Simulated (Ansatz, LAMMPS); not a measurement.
**Electronic structure of V84Fe16 (at. %) with crystalline order left by the classical run (70 atoms)**

What does DFT give for V84Fe16 (at. %) with crystalline order left by the classical run (70 atoms) as built?

Calculated with Ansatz 0.2.0; Kohn-Sham DFT, r2SCAN, PAW (set soft_2), plane waves.

## Step 1: Starting point

The cell holds 70 atoms: 59 V and 11 Fe. Its edges and angles: a = 9.761 Å, b = 9.761 Å, c = 9.761 Å, α = 90.0°, β = 90.0°, γ = 90.0°. 70 atoms (59 V, 11 Fe) placed at random at 5.68 g/cm³, melted at 2600 K for 10 ps at fixed volume with the Finnis-Sinclair V-Fe potential (Mendelev, file VFe_mm.eam.fs of the LAMMPS distribution). Quenched from 2600 K to 300 K at 1000 K/ps and zero pressure, held 5 ps.

Limits known from the start: The quench rate of 1000 K/ps far exceeds what a furnace or splat quench reaches, so expect more defects and frozen-in strain than in a real sample. The network of bonds at the start is that of the classical potential that made the cell, and needn't be the one that DFT or experiment would give.

## Step 2: The classical run that made the cell

A classical potential supplies the starting structure, since it reaches far longer times than DFT.

This step: classical MD, Finnis-Sinclair V-Fe potential (Mendelev, file VFe_mm.eam.fs of the LAMMPS distribution) (LAMMPS 22 Jul 2025 - Update 4).

File in.lmp:

```
# melt-quench of V59Fe11
units metal
atom_style atomic
boundary p p p
region box block 0 10.1875 0 10.1875 0 10.1875
create_box 2 box
mass 1 50.9415   # V
mass 2 55.8450   # Fe
create_atoms 1 random 59 396778 NULL overlap 1.78 maxtry 2000
create_atoms 2 random 11 396785 NULL overlap 1.78 maxtry 2000
pair_style eam/fs
pair_coeff * * VFe_mm.eam.fs V Fe
neigh_modify delay 0 every 1 check yes
thermo_style custom step time temp pe press density
thermo_modify norm yes
timestep 0.002
thermo 100
min_style cg
minimize 1e-4 1e-4 200 2000
reset_timestep 0
velocity all create 2600 396779 mom yes dist gaussian
fix lim all nve/limit 0.05
fix lan all langevin 2600 2600 0.2 396780 zero yes
thermo 500
run 1000 post no
unfix lim
unfix lan
thermo 833
fix md all nvt temp 2600 2600 0.2
run 5000 post no
unfix md
thermo 115
fix md all npt temp 2600 300 0.2 iso 0 0 2
run 1150 post no
unfix md
thermo 1250
fix md all npt temp 300 300 0.2 iso 0 0 2
run 2500 post no
unfix md
write_dump all custom glass.dump id type xs ys zs modify sort id
```

Command:

```console
$ lmp -in in.lmp -log none -nocite
```

Numbers of over 12 decimals in the logs are rounded to 6 here.

What it wrote:

```text
LAMMPS (22 Jul 2025 - Update 4)
Created orthogonal box = (0 0 0) to (10.1875 10.1875 10.1875)
Created 59 atoms
Created 11 atoms
   Step          Time           Temp          PotEng         Press         Density
         0   0              0             -2.6605301      352431.42      5.6851068
        68   0.136          0             -4.5919241     -107129.08      5.6851068
Loop time of 0.00883099 s on 1 MPI rank(s) for 68 steps with 70 atoms
Minimization stats:
  Stopping criterion = energy tolerance
  Energy initial, next-to-last, final =
      -2.6605300787269  -4.59155919127334  -4.59192414490299
  Force two-norm initial, final = 73.013453 0.59551776
  Iterations, force evaluations = 68 81
   Step          Time           Temp          PotEng         Press         Density
         0   0              2600          -4.5919241     -83702.798      5.6851068
       500   1              2826.3533     -4.2814655     -81384.903      5.6851068
      1000   2              2460.9103     -4.2693677     -64173.173      5.6851068
Loop time of 0.0854916 s on 1 MPI rank(s) for 1000 steps with 70 atoms
   Step          Time           Temp          PotEng         Press         Density
      1000   2              2460.9103     -4.2693677     -64173.173      5.6851068
      1666   3.332          2620.0694     -4.300814      -89218.362      5.6851068
      2499   4.998          2501.5246     -4.2760182     -59046.993      5.6851068
      3332   6.664          2433.9146     -4.1799757     -55314.501      5.6851068
      4165   8.33           3317.7688     -4.2273658     -76355.736      5.6851068
      4998   9.996          2471.851      -4.2653626     -51101.621      5.6851068
      5831   11.662         2691.3711     -4.2547896     -42498.672      5.6851068
[... 1 line left out ...]
Loop time of 0.406595 s on 1 MPI rank(s) for 5000 steps with 70 atoms
   Step          Time           Temp          PotEng         Press         Density
[... 12 lines left out ...]
Loop time of 0.106286 s on 1 MPI rank(s) for 1150 steps with 70 atoms
   Step          Time           Temp          PotEng         Press         Density
      7150   14.3           569.23697     -4.7346846      16314.144      6.4341206
      7500   15             290.06708     -4.7792786     -13327.324      6.3751955
      8750   17.5           294.5387      -4.7760656      5982.0975      6.4376068
      9650   19.3           298.80122     -4.786313       21644.886      6.4638421
Loop time of 0.198174 s on 1 MPI rank(s) for 2500 steps with 70 atoms
```

Elapsed: 0.94 s, on 1 thread of Arm Neoverse V2, shared host; peak memory 0.07 GiB.

## Step 3: Plane-wave single point

One self-consistent run at the given positions yields energy and forces.

File input.yaml:

```yaml
crystal:
  lattice:
    - [9.76076, 0.0, 0.0]
    - [0.0, 9.76076, 0.0]
    - [0.0, 0.0, 9.76076]
  atoms:
    - { symbol: V, position: [0.19525, 0.73665, 0.83711] }
    - { symbol: V, position: [0.11284, 0.36222, 0.09972] }
    - { symbol: V, position: [0.63855, 0.89902, 0.23587] }
    - { symbol: V, position: [0.58663, 0.43366, 0.34586] }
    - { symbol: V, position: [0.44018, 0.29566, 0.09761] }
    - { symbol: V, position: [0.47194, 0.05288, 0.09622] }
    - { symbol: V, position: [0.98197, 0.25346, 0.35176] }
    - { symbol: V, position: [0.41814, 0.76361, 0.08038] }
    - { symbol: V, position: [0.48584, 0.75249, 0.50736] }
    - { symbol: V, position: [0.53138, 0.6661, 0.27873] }
    - { symbol: V, position: [0.06826, 0.54009, 0.31577] }
    - { symbol: V, position: [0.69665, 0.18726, 0.22053] }
    - { symbol: V, position: [0.63048, 0.47015, 0.08857] }
    - { symbol: V, position: [0.6973, 0.84515, 0.70489] }
    - { symbol: V, position: [0.60423, 0.93412, 0.90761] }
    - { symbol: V, position: [0.83653, 0.39104, 0.20905] }
    - { symbol: V, position: [0.921, 0.58718, 0.0787] }
    - { symbol: V, position: [0.79484, 0.98327, 0.06018] }
    - { symbol: V, position: [0.40918, 0.16333, 0.82325] }
    - { symbol: V, position: [0.8637, 0.05369, 0.82099] }
    - { symbol: V, position: [0.04556, 0.23275, 0.82414] }
    - { symbol: V, position: [0.06035, 0.48783, 0.83482] }
    - { symbol: V, position: [0.90514, 0.26065, 0.01408] }
    - { symbol: V, position: [0.16367, 0.65386, 0.06167] }
    - { symbol: V, position: [0.79043, 0.65372, 0.27943] }
    - { symbol: V, position: [0.4581, 0.72006, 0.7933] }
    - { symbol: V, position: [0.14071, 0.58136, 0.57066] }
    - { symbol: V, position: [0.35583, 0.53232, 0.70023] }
    - { symbol: V, position: [0.38946, 0.92659, 0.33073] }
    - { symbol: V, position: [0.67572, 0.72783, 0.0234] }
    - { symbol: V, position: [0.24445, 0.72049, 0.31558] }
    - { symbol: V, position: [0.26361, 0.80606, 0.58261] }
    - { symbol: V, position: [0.33362, 0.47545, 0.20855] }
    - { symbol: V, position: [0.91207, 0.76205, 0.90298] }
    - { symbol: V, position: [0.61774, 0.1392, 0.69691] }
    - { symbol: V, position: [0.86517, 0.50574, 0.47487] }
    - { symbol: V, position: [0.99167, 0.85949, 0.65985] }
    - { symbol: V, position: [0.81892, 0.464, 0.9072] }
    - { symbol: V, position: [0.89736, 0.62354, 0.69214] }
    - { symbol: V, position: [0.59989, 0.02628, 0.4642] }
    - { symbol: V, position: [0.25267, 0.30308, 0.68893] }
    - { symbol: V, position: [0.11035, 0.97491, 0.3996] }
    - { symbol: V, position: [0.20498, 0.92207, 0.12516] }
    - { symbol: V, position: [0.63422, 0.56769, 0.56349] }
    - { symbol: V, position: [0.17811, 0.01249, 0.71767] }
    - { symbol: V, position: [0.21303, 0.16172, 0.97316] }
    - { symbol: V, position: [0.80368, 0.33022, 0.70521] }
    - { symbol: V, position: [0.54234, 0.40591, 0.81214] }
    - { symbol: V, position: [0.242, 0.17711, 0.25298] }
    - { symbol: V, position: [0.33776, 0.09584, 0.52752] }
    - { symbol: V, position: [0.66116, 0.22669, 0.95807] }
    - { symbol: V, position: [0.7685, 0.25949, 0.46594] }
    - { symbol: V, position: [0.23496, 0.34157, 0.43366] }
    - { symbol: V, position: [0.86814, 0.99204, 0.34674] }
    - { symbol: V, position: [0.76476, 0.7876, 0.47708] }
    - { symbol: V, position: [0.95114, 0.82602, 0.19185] }
    - { symbol: V, position: [0.51466, 0.312, 0.56811] }
    - { symbol: V, position: [0.04159, 0.14388, 0.55174] }
    - { symbol: V, position: [0.0469, 0.95259, 0.94643] }
    - { symbol: Fe, position: [0.42924, 0.56515, 0.98576], spin: 2.2 }
    - { symbol: Fe, position: [0.27372, 0.40637, 0.90929], spin: 2.2 }
    - { symbol: Fe, position: [0.36155, 0.5386, 0.44779], spin: 2.2 }
    - { symbol: Fe, position: [0.46592, 0.94529, 0.69023], spin: 2.2 }
    - { symbol: Fe, position: [0.48013, 0.20439, 0.34489], spin: 2.2 }
    - { symbol: Fe, position: [0.00979, 0.75255, 0.43046], spin: 2.2 }
    - { symbol: Fe, position: [0.03338, 0.38568, 0.60054], spin: 2.2 }
    - { symbol: Fe, position: [0.66579, 0.62528, 0.79947], spin: 2.2 }
    - { symbol: Fe, position: [0.83235, 0.03508, 0.57742], spin: 2.2 }
    - { symbol: Fe, position: [0.0028, 0.08912, 0.15562], spin: 2.2 }
    - { symbol: Fe, position: [0.32979, 0.9347, 0.91162], spin: 2.2 }
magnetization:
  spin_polarized: true
kpoints:
  mp_grid: { grid: [2, 2, 2] }
hamiltonian:
  xc: r2scan
scf:
  occupations: { method: fermi_dirac, width: 0.1 }
output:
  forces: true
  stress: true
  populations: true
  dos:
    method: { smearing: { sigma: 0.08 } }
    de: 0.1
    projected: { site_lists: { Fe: [Fe], V: [V] } }
  eigenvalues: true
  write_density: true
  write_potential: true
  volumetric_format: npy
```

Command:

```console
$ ansatz run input.yaml --threads 8 --pin off --max-ram 15872MiB --backend cpu --events-out ev --progress --plain --runs-dir out
```

What it wrote:

```text
Engine: ansatz 0.2.0, aarch64-unknown-linux-gnu
Pseudopotentials: kind: paw
Pseudopotential: V, paw, valence charge 13, recommended cutoff 500 eV (meta_gga), V.paw.azcp
Pseudopotential: Fe, paw, valence charge 16, recommended cutoff 500 eV (meta_gga), Fe.paw.azcp
[... 6 lines on functional and potentials left out ...]
Crystal: 70 atoms, lattice volume = 929.931 Å³
Basis set: ecut = 500 eV, 23583 PW (Γ), exchange–correlation on 288×288×288 points (64 copies of the dense FFT grid, shifted against one another)
Bands: 581, of which v1, the nominal top of the filled ones, is band 472 counted from 1 (471 counted from 0)
Symmetry: 1 space group operations
Space group: P1 (ITA 1), of the structure as read, at distance tolerance 9.8e-5 Å
Magnetic group: BNS 1.1 (UNI 1), of the structure as read, at distance tolerance 9.8e-5 Å
k-points: 8
[... 7 lines on functional and potentials left out ...]
Initial density: superposition of atomic densities (chi_scale 0.1, normalization cell)
Starting moments: Σ|m| = 24.2 μB on 11 of 70 sites
Initial wavefunctions: pseudopotential atomic-orbital guess
Functional: x = r2scan, c = r2scan; τ floored in thin density (d = 2e-4 eV/Å³)
SCF iter   1: F=—  HF=-221449.538417 eV  |F-HF|=—  |Δ(HF+E_count)|=         —  Δρ=5.79e-2 (↑5.79e-2 ↓5.34e-2)  dr2=1.47e2  dr2_τ=6.71e-1  dr2_m=4.77e-1  M=18.187 μB ∫|m|=27.080 μB  β_m=1.00  ethr=3.10e-3  ⟨swp⟩=4.5  Hψ=31003  notcnv=0
Mixer restart at iter 1: flushing history
preconditioner: auto → Kerker (q_TF=auto, 2.735 Å⁻¹)  [metal: Δε(μ)=0.002 eV  Ē_g=3.920 eV  σ=0.100 eV  W_gap=0.01  n_scr=340 (ndim 8)  ℏωp=23.8 eV  f_vac=0.000  D(μ)=76.88/eV (n_scr^D=924)]
spin=Collinear: Kerker preconditioning applied to the charge; magnetization (m = ρ↑ − ρ↓) channel mixes plain (no charge-response kernel on spin).
SCF iter   2: F=—  HF=-221430.099960 eV  |F-HF|=—  |Δ(HF+E_count)|=    1.94e1  Δρ=2.91e-2 (↑2.80e-2 ↓2.91e-2)  dr2=2.71e1  dr2_τ=4.13e-1  dr2_m=2.48e-1  M=16.874 μB ∫|m|=29.610 μB  β_m=1.00  ethr=3.10e-3  ⟨swp⟩=3.0  Hψ=19330  notcnv=0  κ⁻¹=1.0e0(r=1)
SCF iter   3: F=—  HF=-221430.006292 eV  |F-HF|=—  |Δ(HF+E_count)|=   9.37e-2  Δρ=1.80e-2 (↑1.80e-2 ↓1.75e-2)  dr2=1.34e1  dr2_τ=6.90e-2  dr2_m=4.00e-2  M=15.865 μB ∫|m|=30.666 μB  β_m=1.00  ethr=2.87e-3  ⟨swp⟩=4.2  Hψ=12925  notcnv=0  κ⁻¹=6.8e-2(r=2)
SCF iter   4: F=—  HF=-221432.399708 eV  |F-HF|=—  |Δ(HF+E_count)|=    2.39e0  Δρ=1.05e-2 (↑9.17e-3 ↓1.05e-2)  dr2=3.26e0  dr2_τ=3.44e-2  dr2_m=4.57e-2  M=14.549 μB ∫|m|=31.932 μB  β_m=1.00  ethr=1.42e-3  ⟨swp⟩=2.1  Hψ=14242  notcnv=0  κ⁻¹=1.4e-2(r=3)
SCF iter   5: F=—  HF=-221434.763529 eV  |F-HF|=—  |Δ(HF+E_count)|=    2.36e0  Δρ=7.34e-3 (↑6.47e-3 ↓7.34e-3)  dr2=1.95e0  dr2_τ=1.79e-2  dr2_m=2.40e-2  M=13.583 μB ∫|m|=32.615 μB  β_m=1.00  ethr=3.46e-4  ⟨swp⟩=4.3  Hψ=14313  notcnv=0  κ⁻¹=4.4e-3(r=4)
SCF iter   6: F=—  HF=-221436.221427 eV  |F-HF|=—  |Δ(HF+E_count)|=    1.46e0  Δρ=3.66e-3 (↑3.43e-3 ↓3.66e-3)  dr2=7.28e-1  dr2_τ=4.16e-3  dr2_m=9.18e-3  M=12.334 μB ∫|m|=33.545 μB  β_m=1.00  ethr=2.07e-4  ⟨swp⟩=2.9  Hψ=17553  notcnv=0  κ⁻¹=1.3e-3(r=5)
SCF iter   7: F=—  HF=-221436.500588 eV  |F-HF|=—  |Δ(HF+E_count)|=         —  Δρ=4.10e-3 (↑4.10e-3 ↓3.89e-3)  dr2=3.15e-1  dr2_τ=2.73e-3  dr2_m=9.53e-2  M=10.583 μB ∫|m|=33.707 μB  β_m=1.00  ethr=7.72e-5  ⟨swp⟩=4.1  Hψ=15174  notcnv=0  defer=3  κ⁻¹=1.3e-3(r=5)
SCF iter   8: F=—  HF=-221436.337689 eV  |F-HF|=—  |Δ(HF+E_count)|=   1.63e-1  Δρ=2.31e-3 (↑2.31e-3 ↓1.94e-3)  dr2=1.55e-1  dr2_τ=1.70e-3  dr2_m=8.49e-3  M=9.872 μB ∫|m|=34.319 μB  β_m=1.00  ethr=3.34e-5  ⟨swp⟩=2.0  Hψ=18321  notcnv=0  κ⁻¹=3.1e-4(r=6)
SCF iter   9: F=—  HF=-221436.565837 eV  |F-HF|=—  |Δ(HF+E_count)|=         —  Δρ=2.31e-3 (↑2.31e-3 ↓2.12e-3)  dr2=3.88e-2  dr2_τ=1.54e-3  dr2_m=3.16e-2  M=9.332 μB ∫|m|=35.603 μB  β_m=1.00  ethr=1.64e-5  ⟨swp⟩=3.2  Hψ=18616  notcnv=0  κ⁻¹=3.1e-4(r=6)
[...]
SCF iter  41: F=—  HF=-221436.737593 eV  |F-HF|=—  |Δ(HF+E_count)|=   2.90e-5  Δρ=1.39e-5 (↑1.39e-5 ↓1.36e-5)  dr2=8.54e-7  dr2_τ=6.03e-8  dr2_m=1.44e-6  M=8.784 μB ∫|m|=46.565 μB  β_m=1.00  ethr=1.03e-10  ⟨swp⟩=4.0  Hψ=26598  notcnv=0  κ⁻¹=3.8e-4(r=8)
SCF iter  42: F=—  HF=-221436.737602 eV  |F-HF|=—  |Δ(HF+E_count)|=   8.37e-6  Δρ=1.11e-5 (↑1.11e-5 ↓1.10e-5)  dr2=5.37e-7  dr2_τ=3.80e-8  dr2_m=9.33e-7  M=8.778 μB ∫|m|=46.537 μB  β_m=1.00  ethr=9.05e-11  ⟨swp⟩=3.1  Hψ=21158  notcnv=0  κ⁻¹=2.6e-3(r=8)
SCF iter  43: F=—  HF=-221436.737612 eV  |F-HF|=—  |Δ(HF+E_count)|=   9.96e-6  Δρ=8.40e-6 (↑8.40e-6 ↓8.40e-6)  dr2=4.26e-7  dr2_τ=2.19e-8  dr2_m=5.31e-7  M=8.775 μB ∫|m|=46.560 μB  β_m=1.00  ethr=5.70e-11  ⟨swp⟩=3.9  Hψ=25836  notcnv=0  κ⁻¹=3.6e-3(r=8)
SCF iter  44: F=—  HF=-221436.737614 eV  |F-HF|=—  |Δ(HF+E_count)|=   2.05e-6  Δρ=7.32e-6 (↑7.21e-6 ↓7.32e-6)  dr2=2.00e-7  dr2_τ=1.67e-8  dr2_m=4.12e-7  M=8.771 μB ∫|m|=46.550 μB  β_m=1.00  ethr=4.51e-11  ⟨swp⟩=3.0  Hψ=21095  notcnv=0  κ⁻¹=3.6e-3(r=8)
SCF iter  45: F=—  HF=-221436.737617 eV  |F-HF|=—  |Δ(HF+E_count)|=   3.81e-6  Δρ=5.97e-6 (↑5.97e-6 ↓5.68e-6)  dr2=1.18e-7  dr2_τ=1.06e-8  dr2_m=2.66e-7  M=8.769 μB ∫|m|=46.566 μB  β_m=1.00  ethr=2.12e-11  ⟨swp⟩=4.0  Hψ=23964  notcnv=0  κ⁻¹=2.7e-3(r=8)
SCF iter  46: F=—  HF=-221436.737618 eV  |F-HF|=—  |Δ(HF+E_count)|=   7.32e-7  Δρ=5.19e-6 (↑5.19e-6 ↓4.99e-6)  dr2=9.45e-8  dr2_τ=8.08e-9  dr2_m=2.04e-7  M=8.766 μB ∫|m|=46.561 μB  β_m=1.00  ethr=1.25e-11  ⟨swp⟩=3.0  Hψ=20990  notcnv=0  κ⁻¹=1.8e-3(r=8)
SCF iter  47: F=—  HF=-221436.737620 eV  |F-HF|=—  |Δ(HF+E_count)|=   1.67e-6  Δρ=3.97e-6 (↑3.97e-6 ↓3.92e-6)  dr2=6.60e-8  dr2_τ=4.81e-9  dr2_m=1.19e-7  M=8.763 μB ∫|m|=46.567 μB  β_m=1.00  ethr=1.00e-11  ⟨swp⟩=3.8  Hψ=21306  notcnv=0  κ⁻¹=3.3e-3(r=8)
SCF iter  48: F=—  HF=-221436.737621 eV  |F-HF|=—  |Δ(HF+E_count)|=   7.24e-7  Δρ=3.23e-6 (↑3.19e-6 ↓3.23e-6)  dr2=5.37e-8  dr2_τ=3.24e-9  dr2_m=7.71e-8  M=8.762 μB ∫|m|=46.569 μB  β_m=1.00  ethr=7.00e-12  ⟨swp⟩=3.0  Hψ=21131  notcnv=0  κ⁻¹=9.5e-4(r=8)
SCF iter  49: F=—  HF=-221436.737621 eV  |F-HF|=—  |Δ(HF+E_count)|=   7.91e-7  Δρ=2.12e-6 (↑2.12e-6 ↓2.05e-6)  dr2=2.50e-8  dr2_τ=1.40e-9  dr2_m=3.26e-8  M=8.759 μB ∫|m|=46.572 μB  β_m=1.00  ethr=5.70e-12  ⟨swp⟩=3.9  Hψ=21232  notcnv=0  κ⁻¹=6.2e-4(r=8)
SCF iter  50: F=-221436.737622 eV  HF=-221436.737621 eV  |F-HF|=7.21e-8  |Δ(HF+E_count)|=   1.38e-7  Δρ=1.02e-6 (↑1.02e-6 ↓9.93e-7)  dr2=4.31e-8  dr2_τ=3.04e-10  dr2_m=3.68e-9  M=8.758 μB ∫|m|=46.572 μB  ethr=2.65e-12  ⟨swp⟩=11.3  Hψ=57509  notcnv=0
SCF 1 converged in 50 iterations: F = -221436.737622 eV  dr2 = 4.31e-8
  greatest PAW one-centre occupation: 1.003 electrons in one spin orbital (limit 2), on the Fe atom at site 66 (counted from 0), in its partial waves of l = 1
this state was not tested for a lower state beside it, because the mixer in use, unlike msr1, does not test its closes by its own steps (another_mixer; see scf.mixing.algorithm and scf.lower_state_search)
SCF converged after 50 iterations
Magnetization: 8.7577 μB (475.8789 up, 467.1211 down)
Absolute magnetization: 46.6625 μB (∫|ρ↑−ρ↓|, with the PAW one-centre terms)
Spin contamination: 12.3003 ħ² per cell (⟨S²⟩ above its minimum at these occupations)
Per-site moments (μB) at R_I (Å): [(-0.524932, 0.971991), (-0.339059, 0.992713), (0.179796, 1.005705), (-0.246373, 0.999202), (0.037093, 0.952690), [...]
Free energy (F): -221436.737622 eV
Harris-Foulkes:  -221436.737621 eV  (|F-HF|=7.21e-8)
Internal energy: -221434.065874 eV  (E = F + TS)
E sigma→0 (E₀):  -221435.401748 eV
Entropy (-TS):   -2.671748 eV (-38.168 meV/atom)
Fermi energy:    16.787057 eV
--- Per-component energies (eV) ---
  E_band       = -12321.630054
  E_kinetic    = 23754.202094
  E_local      = -80426.220142  (includes V_loc(G=0)·N_el)
  E_nonlocal   = -260.089351
  E_hartree    = 36053.745779
  E_xc         = -8725.775515
  E_vxc        = -12745.112307  (∫ρ·V_xc dr)
  E_paw        = -81324.868750  (= ΣΔE_a)
  E_vpaw       = -15618.353475  (= ΣTr[D̂ρ^β])
  E_aug_tail   = 0.013601  (compensation charges beyond the density's cutoff)
  E_vtau       = 866.439865  (kinetic-family band-sum trace: ∫τ·v_τ [+ j·A + Jᵃ·Aᵃ] dr)
  E_ewald      = -110486.208292
  E_core_change = -18.865298  (= ΣΔE_core)
  E_smearing   = -2.671748  (= −TS)
  E_closure    = -0.000000  (closes the sum)
  Σ components = -221436.737622   (vs F -221436.737622, Δ=0.00e0)
--- Forces (eV/Å), atoms counted from 1 ---
  atom   1  V     -0.41392742    -0.56612288    -0.93984734
  atom   2  V      0.04060650     0.72162154     0.90783579
  atom   3  V      0.02541407    -0.24425513     0.24096129
  atom   4  V      0.16993202    -0.37452218    -0.62451429
  atom   5  V     -0.34824821    -0.15992848    -0.65904304
  atom   6  V     -0.32701219     0.23799734     0.00373787
  atom   7  V      0.50153990     0.20599868    -0.71143237
  atom   8  V     -0.25215290     1.79298350     0.16955854
  atom   9  V      0.13663312     0.91901987     0.20035429
  atom  10  V      0.07887146    -0.49707116    -0.59858093
  atom  11  V     -0.12456988    -0.47578042    -1.02813437
  atom  12  V     -0.11650012    -0.26642439    -0.14290931
  atom  13  V      0.26406547     0.27815325     0.16931622
  atom  14  V      0.86606172     0.39451372    -0.67912656
[...]
atom  69  Fe     0.73686855     0.55430564     0.45395584
  atom  70  Fe    -0.07103785    -0.40373203    -0.55820398
  max |Σ_I F_I| component: 1.53e-5 eV/Å
--- Stress (GPa, compression-positive) ---
       -1.218009       1.223200      -0.957440
        1.223201       0.356589       0.023719
       -0.957434       0.023719       0.785324
  P = ⅓ Tr σ = -0.0254 GPa (-0.254 kbar)
--- Band table (eV; the first three rows and the last of 16) ---
  k-point 0 ↑: bands = ["-75.0224", "-74.9432", "-74.9266", "-74.8828", [... 565 levels ...], "19.0295", "19.0373", "19.0869", "19.1248", "19.1400", "19.1427", "19.1545", "19.1761", "19.1912", "19.2160", "19.2288", "19.2474"]
[...]
--- Löwdin populations: 70 sites ---
  site symbol       q [e]    m [muB]
     0      V     12.8129    -0.6865
     1      V     12.8152    -0.4490
     2      V     12.8431     0.2170
[...]
69     Fe     15.8107     1.9299
  spilling = 0.011679 (of n_electrons = 943.000000)
```

Wall time 34 min (8 threads of Arm Neoverse V2, shared host); peak memory 12 GiB.

Reading the cycles: dr2 is the Hartree energy of the density residual (eV), the measure of convergence; HF is the Harris–Foulkes estimate of the energy, which meets the free energy F at convergence.

The program notes that it cut back its work space to fit the memory limit and the stability of the SCF solution was not settled.

Numbers from this run:

| Item | Value |
| --- | --- |
| free energy | -221436.7376 eV |
| free energy per atom | -3163.3820 eV/atom |
| SCF cycles | 50 |
| pressure | -0.02537 GPa |
| r.m.s. force component | 0.5651 eV/Å |
| longest force | 1.819 eV/Å |
| Fermi energy | 16.79 eV |
| levels partly filled by over 2 per cent | 507 |
| total moment | 8.758 μB |
| absolute moment | 46.66 μB |
| spilling of the projection | 0.01168 |

Length of the force by element:

| element | coordination | atoms | mean length of the force (eV/Å) | spread | least | most |
| --- | --- | --- | --- | --- | --- | --- |
| Fe | all | 11 | 0.860 | 0.307 | 0.506 | 1.43 |
| V | all | 59 | 0.914 | 0.382 | 0.244 | 1.82 |

Magnetic moments by element:

| element | coordination | atoms | mean moment (μB) | spread | least | most |
| --- | --- | --- | --- | --- | --- | --- |
| Fe | all | 11 | 1.70 | 0.202 | 1.40 | 2.02 |
| V | all | 59 | -0.122 | 0.391 | -0.768 | 0.848 |

(Part 1 of 2 ends here.)

[Logs are printed without paths, hosts, clocks, repeated set-up lines and the standing remarks that a program may print on its own settings, such as how far it seeks lower states.]

[Hosts, paths, dates, database ids (printed as entryN), source tags and the programs' standing remarks are cut or masked in the printed files.]
